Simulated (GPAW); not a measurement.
# Ballistic transport through a Ga chain with an Au atom on top of one atom, cheap and dear

How well does a Ga chain with an Au atom on top of one atom conduct at low bias, and how far do basis and functional move the answer?

Method: GPAW LCAO, PAW setups; Landauer transmission from Green's functions with principal layers (ASE), zero bias, in GPAW 26.7.0.

Most raw output is cut from this account.

### 1. The starting structure

The cell holds 12 atoms: 11 Ga and 1 Au. Cell: a = 9.000 Å, b = 9.000 Å, c = 28.050 Å, α = 90.0°, β = 90.0°, γ = 90.0°. Regions: left lead, 5 atoms (5 Ga); channel, 2 atoms (1 Ga and 1 Au); right lead, 5 atoms (5 Ga). Vacuum lies along a and b. The structure is stacked along c, and the current runs across the ab planes.

Coordinates:

```cif
data_structure
_symmetry_space_group_name_H-M 'P 1'
_symmetry_Int_Tables_number 1
_cell_length_a 9.0000
_cell_length_b 9.0000
_cell_length_c 28.0500
_cell_angle_alpha 90.000
_cell_angle_beta 90.000
_cell_angle_gamma 90.000
_cell_volume 2272.05
loop_
_atom_site_label
_atom_site_type_symbol
_atom_site_fract_x
_atom_site_fract_y
_atom_site_fract_z
_atom_site_occupancy
Ga1 Ga 0.50000 0.50000 0.04545 1
Ga2 Ga 0.50000 0.50000 0.13636 1
Ga3 Ga 0.50000 0.50000 0.22727 1
Ga4 Ga 0.50000 0.50000 0.31818 1
Ga5 Ga 0.50000 0.50000 0.40909 1
Ga6 Ga 0.50000 0.50000 0.50000 1
Au7 Au 0.76770 0.50000 0.50000 1
Ga8 Ga 0.50000 0.50000 0.59091 1
Ga9 Ga 0.50000 0.50000 0.68182 1
Ga10 Ga 0.50000 0.50000 0.77273 1
Ga11 Ga 0.50000 0.50000 0.86364 1
Ga12 Ga 0.50000 0.50000 0.95455 1
```

### 2. Double-zeta polarised basis

The script solves lead and junction separately, takes H and S in the orbital basis, and joins semi-infinite leads through their self-energies; the dzp basis is the working standard.

The input, run.py:

```python
import json
import numpy as np
from ase import Atoms
from ase.transport.calculators import TransportCalculator
from gpaw import GPAW, FermiDirac
from gpaw.lcao.tools import get_lcao_hamiltonian
from scipy.linalg import eigh

# The junction with lead layers at both ends, along the third cell vector
device = Atoms(
    ['Ga', 'Ga', 'Ga', 'Ga', 'Ga', 'Ga', 'Au', 'Ga', 'Ga', 'Ga', 'Ga', 'Ga'],
    positions=[
        [4.50000, 4.50000, 1.27500],
        [4.50000, 4.50000, 3.82500],
        [4.50000, 4.50000, 6.37500],
        [4.50000, 4.50000, 8.92500],
        [4.50000, 4.50000, 11.47500],
        [4.50000, 4.50000, 14.02500],
        [6.90930, 4.50000, 14.02500],
        [4.50000, 4.50000, 16.57500],
        [4.50000, 4.50000, 19.12500],
        [4.50000, 4.50000, 21.67500],
        [4.50000, 4.50000, 24.22500],
        [4.50000, 4.50000, 26.77500]],
    cell=[[9.0, 0.0, 0.0], [0.0, 9.0, 0.0], [0.0, 0.0, 28.05]],
    pbc=True)

# One principal layer of the lead: the first 3 atoms of the device
lead = Atoms(
    ['Ga', 'Ga', 'Ga'],
    positions=[
        [4.50000, 4.50000, 1.27500],
        [4.50000, 4.50000, 3.82500],
        [4.50000, 4.50000, 6.37500]],
    cell=[[9.0, 0.0, 0.0], [0.0, 9.0, 0.0], [0.0, 0.0, 7.65]],
    pbc=True)

settings = dict(mode='lcao', basis='dzp', xc='PBE', h=0.2,
                occupations=FermiDirac(0.1), maxiter=250,
                mixer=dict(beta=0.1, nmaxold=8, weight=100.0),
                convergence=dict(density=0.0001))
energies = np.arange(-2, 2 + 1e-9, 0.05)
eta = 0.0001
n1, n2 = 1, 1
# k and -k transmit alike, so half of the mesh across the current serves
mesh = [(i, j) for i in range(n1) for j in range(n2) if (i, j) <= (-i % n1, -j % n2)]
weights = np.array([1 if (i, j) == (-i % n1, -j % n2) else 2 for i, j in mesh]) / (n1 * n2)

# [... helper functions left out ...]
fermi_lead = ground_state(lead, (1, 1, 15), 'lead.txt')
fermi_device = ground_state(device, (1, 1, 3), 'device.txt')
# [... loop over the mesh left out, but for ...]
        # Shift the lead onto the potential of the device's first layer
        shift = ((H[:, 0, 0] - H0[:, 0, 0]) / S0[0, 0]).real.mean()
# [...]
kT = 8.617333e-5 * 300
bias = [0.1, 0.2, 0.5, 1.0, 1.5, 2.0]
# [... integrals and printing left out ...]
```

On the command line:

```console
$ OMP_NUM_THREADS=1 OPENBLAS_NUM_THREADS=1 python run.py
```

The job ended after 46 s (1 thread of Arm Neoverse V1, shared host; peak memory 0.99 GiB).

Numbers from this step:

* conductance: 2.146 G₀
* largest coupling past the next principal layer: 6.03e-5 eV
* largest misfit of the first principal layer: 0.04534 eV
* shift that aligns the lead: 6.43e-4 eV
* basis functions of the junction: 158
* basis functions of a principal layer: 39
* transmission at the Fermi level (one spin): 2.152

One spin. Table of transmission, zone mean by energy, zero at the Fermi level:

```
energy (eV)  transmission, zone mean
      -2.00                    0.962
      -1.90                    0.866
      -1.80                    0.254
      -1.70                    0.486
      -1.55                    0.808
      -1.45                   2.3e-5
      -1.35                    0.996
      -1.25                    0.994
      -1.15                    0.995
      -1.05                    0.995
      -0.90                    0.997
      -0.80                    0.997
      -0.70                    0.998
      -0.60                    0.998
      -0.50                    0.998
      -0.40                    0.999
      -0.25                     1.49
      -0.15                     2.07
      -0.05                     2.14
       0.00                     2.15
       0.05                     2.15
       0.15                     2.13
       0.25                     2.12
       0.40                     2.11
       0.50                     2.11
       0.60                     2.12
       0.70                     2.13
       0.80                     2.12
       0.90                     2.11
       1.05                     2.08
       1.15                     2.05
       1.25                     2.02
       1.35                     2.00
       1.45                     1.99
       1.55                     2.01
       1.70                     2.11
       1.80                     2.22
       1.90                     2.35
       2.00                     2.47
```

Not self-consistent under bias; the bias window is split evenly. The current through one cell, from the zero-bias transmission by bias:

```
bias (V)  current through one cell, from the zero-bias transmission (μA)
   0.100                                                            16.6
   0.200                                                            33.1
   0.500                                                            79.9
   1.000                                                             142
   1.500                                                             202
   2.000                                                             262
```

The transmission of the three most open eigenchannels by energy, zero at the Fermi level:

```
energy (eV)  channel 1  channel 2  channel 3
      -2.00      0.962    3.5e-11          0
      -1.85      0.695    3.4e-11          0
      -1.70      0.486    3.4e-11          0
      -1.60      0.801    3.3e-11          0
      -1.45     2.3e-5    3.3e-11          0
      -1.30      0.994    3.2e-11          0
      -1.15      0.995    3.1e-11          0
      -1.05      0.995    3.0e-11          0
      -0.90      0.997    2.9e-11          0
      -0.75      0.998    2.8e-11          0
      -0.60      0.998    2.8e-11          0
      -0.50      0.998    2.7e-11          0
      -0.35      0.999    4.0e-11    2.6e-11
      -0.20      0.999      0.937     0.0572
      -0.05      0.999      0.943      0.200
       0.00      0.999      0.927      0.226
       0.05      0.999      0.910      0.242
       0.20      0.999      0.876      0.248
       0.35      0.999      0.877      0.233
       0.50      0.999      0.900      0.216
       0.60      0.999      0.919      0.204
       0.75      0.999      0.944      0.183
       0.90      0.999      0.962      0.153
       1.05      0.999      0.974      0.110
       1.15      0.999      0.979     0.0759
       1.30      0.999      0.984      0.025
       1.45      0.999      0.988     1.8e-5
       1.60      0.999      0.990     0.0421
       1.70      0.999      0.991      0.121
       1.85      0.999      0.992      0.295
       2.00      0.999      0.993      0.481
```

Couplings past the next layer reach 6.0e-5 eV, small enough to drop; the matrix elements of the cell's first layer differ from the bulk lead's by up to 0.045 eV. That layer keeps its own values in the calculation, and only beyond it is the lead taken as perfect. The Fermi levels of lead and junction count from different zeros of potential, one for each periodic cell; with both set to zero, the small remaining shift is what aligns them. Without spin-orbit coupling, which is large for these atoms, channel counts and T are those of the scalar-relativistic bands. By hand: G = 2.146 × 77.48 μS = 166 μS, a resistance of 6.01 kΩ; at 0.1 V a linear junction would pass 16.6 μA, and the integral over the bias window gives 16.6 μA.

### 3. GPAW, szp: basis = "szp(dzp)"

The second zeta is dropped, the polarisation orbitals stay.

run.py: that of step 2 with these lines changed.

```diff
@@ -37,3 +37,3 @@
 
-settings = dict(mode='lcao', basis='dzp', xc='PBE', h=0.2,
+settings = dict(mode='lcao', basis='szp(dzp)', xc='PBE', h=0.2,
                 occupations=FermiDirac(0.1), maxiter=250,
```

Run time: 34 s. Hardware: 1 thread; peak memory 0.97 GiB.

Numbers from this step:

```
conductance                                    : 2.182 G₀
largest coupling past the next principal layer : 5.81e-5 eV
largest misfit of the first principal layer    : 0.04688 eV
shift that aligns the lead                     : -0.004065 eV
basis functions of the junction                : 108
basis functions of a principal layer           : 27
transmission at the Fermi level (one spin)     : 2.190
```

One spin. Table of transmission, zone mean by energy, zero at the Fermi level:

```
energy (eV)  transmission, zone mean
      -2.00                    0.999
      -1.90                    0.996
      -1.80                    0.903
      -1.70                   0.0186
      -1.55                   9.7e-7
      -1.45                   3.7e-6
      -1.35                    0.994
      -1.25                    0.999
      -1.15                    0.999
      -1.05                    0.998
      -0.90                    0.998
      -0.80                    0.998
      -0.70                    0.998
      -0.60                    0.998
      -0.50                    0.999
      -0.40                    0.999
      -0.25                    0.999
      -0.15                     2.08
      -0.05                     2.18
       0.00                     2.19
       0.05                     2.19
       0.15                     2.17
       0.25                     2.16
       0.40                     2.17
       0.50                     2.17
       0.60                     2.19
       0.70                     2.20
       0.80                     2.20
       0.85                     2.20
       0.90                     2.20
       1.05                     2.19
       1.15                     2.17
       1.25                     2.15
       1.35                     2.12
       1.45                     2.09
       1.55                     2.05
       1.70                     2.01
       1.80                     1.99
       1.90                     1.99
       2.00                     2.02
```

Not self-consistent under bias; the bias window is split evenly. Current through one cell, from the zero-bias transmission against bias:

```
bias (V)  current through one cell, from the zero-bias transmission (μA)
   0.100                                                            16.9
   0.200                                                            33.7
   0.500                                                            79.8
   1.000                                                             142
   1.500                                                             203
   2.000                                                             265
```

Transmission of the three most open eigenchannels against energy, zero at the Fermi level:

```
energy (eV)  channel 1  channel 2  channel 3
     -2.000      0.999          0          0
     -1.800      0.903          0          0
     -1.600     1.9e-5          0          0
     -1.400      0.954          0          0
     -1.200      0.999          0          0
     -1.000      0.998          0          0
     -0.800      0.998          0          0
     -0.600      0.998          0          0
     -0.400      0.999          0          0
     -0.200      0.999      0.893     0.0561
      0.000      0.999      0.916      0.275
      0.200      0.999      0.865      0.301
      0.400      0.999      0.887      0.289
      0.600      0.999      0.915      0.272
      0.800      0.999      0.949      0.255
      1.000      0.999      0.969      0.227
      1.200      0.999      0.980      0.181
      1.400      0.999      0.986      0.117
      1.600      0.999      0.988     0.0471
      1.800      0.999      0.990    0.00207
      2.000      0.999      0.991     0.0251
```

The conductance, 2.18 G₀, lies 1.7 % above that of the dzp run.

### 4. GPAW, sz: basis = "sz(dzp)"

The minimal basis is the cheapest rung: no second zeta and no polarisation.

run.py: that of step 3 with these lines changed.

```diff
@@ -37,3 +37,3 @@
 
-settings = dict(mode='lcao', basis='szp(dzp)', xc='PBE', h=0.2,
+settings = dict(mode='lcao', basis='sz(dzp)', xc='PBE', h=0.2,
                 occupations=FermiDirac(0.1), maxiter=250,
```

The job ended after 26 s (1 thread; peak memory 0.89 GiB).

Numbers from this step:

```
conductance                                    : 2.186 G₀
largest coupling past the next principal layer : 5.75e-5 eV
largest misfit of the first principal layer    : 0.04167 eV
shift that aligns the lead                     : -0.01190 eV
basis functions of the junction                : 50
basis functions of a principal layer           : 12
transmission at the Fermi level (one spin)     : 2.194
```

The conductance, 2.19 G₀, lies 1.8 % above that of the dzp run.

### 5. LDA in the dzp basis: xc = "LDA"

Back in the dzp basis, the functional changes from PBE to LDA, to set the spread between functionals beside that between bases.

run.py: that of step 4 with these lines changed.

```diff
@@ -37,3 +37,3 @@
 
-settings = dict(mode='lcao', basis='sz(dzp)', xc='PBE', h=0.2,
+settings = dict(mode='lcao', basis='dzp', xc='LDA', h=0.2,
                 occupations=FermiDirac(0.1), maxiter=250,
```

The job ended after 35 s (1 thread; peak memory 0.99 GiB).

This step gave:

```
conductance                                    : 2.166 G₀
largest coupling past the next principal layer : 5.91e-5 eV
largest misfit of the first principal layer    : 0.04716 eV
shift that aligns the lead                     : -0.008320 eV
basis functions of the junction                : 158
basis functions of a principal layer           : 39
transmission at the Fermi level (one spin)     : 2.173
```

The conductance, 2.17 G₀, lies 0.9 % above that of the dzp run.

### 6. Cost and result by level

Times are for 1 thread of Arm Neoverse V1, shared host. The series side by side:

```
no.      run  conductance (G₀)  time  memory (GiB)
  1      dzp             2.146  46 s          0.99
  2      szp             2.182  34 s          0.97
  3       sz             2.186  26 s          0.89
  4  dzp LDA             2.166  35 s          0.99
```

### 7. The levels side by side

The curves are compared point by point over the common energies.

This step: comparison of transmission and cost over codes and levels (GPAW 26.7.0).

Ladder, by row:

```
   step  code  T at the Fermi level (sum over the listed spins)  conductance (G0)  r.m.s. T(E) from the first  wall time (s)  peak memory (GiB)  threads
    dzp  GPAW                                             2.152             2.146                           0          45.61               0.99        1
    szp  GPAW                                              2.19             2.182                      0.2218          34.18               0.97        1
     sz  GPAW                                             2.194             2.186                       0.245          25.72               0.89        1
dzp-LDA  GPAW                                             2.173             2.166                      0.1464          35.34               0.99        1
```

The transmission, zone mean, sum over the listed spins by energy, zero at the Fermi level:

```
energy (eV)    dzp     szp      sz  dzp-LDA
      -2.00  0.962   0.999   0.994    0.956
      -1.85  0.695   0.979   0.997    0.358
      -1.70  0.486  0.0186  1.6e-7    0.422
      -1.55  0.808  9.7e-7  1.5e-6   2.1e-6
      -1.50  0.179  6.9e-7   0.441   1.2e-6
      -1.35  0.996   0.994   0.999    0.998
      -1.20  0.994   0.999   0.998    0.999
      -1.05  0.995   0.998   0.998    0.998
      -0.90  0.997   0.998   0.998    0.998
      -0.70  0.998   0.998   0.998    0.998
      -0.55  0.998   0.998   0.998    0.999
      -0.40  0.999   0.999   0.999    0.999
      -0.25   1.49   0.999    1.06     1.27
      -0.10   2.12    2.14    2.16     2.13
       0.00   2.15    2.19    2.19     2.17
       0.10   2.14    2.18    2.18     2.16
       0.25   2.12    2.16    2.15     2.13
       0.40   2.11    2.17    2.16     2.12
       0.55   2.12    2.18    2.18     2.13
       0.70   2.13    2.20    2.19     2.13
       0.90   2.11    2.20    2.19     2.11
       1.05   2.08    2.19    2.18     2.08
       1.20   2.04    2.16    2.16     2.03
       1.35   2.00    2.12    2.12     2.00
       1.50   1.99    2.07    2.07     1.99
       1.70   2.11    2.01    2.01     2.11
       1.85   2.29    1.99    1.99     2.27
       2.00   2.47    2.02    2.00     2.45
```

(Part 1 of 2 ends here.)

[Logs are printed without paths, hosts, clocks, repeated set-up lines and the standing remarks that a program may print on its own settings, such as how far it seeks lower states.]

[Hosts, paths, dates, database ids (printed as entryN), source tags and the programs' standing remarks are cut or masked in the printed files.]
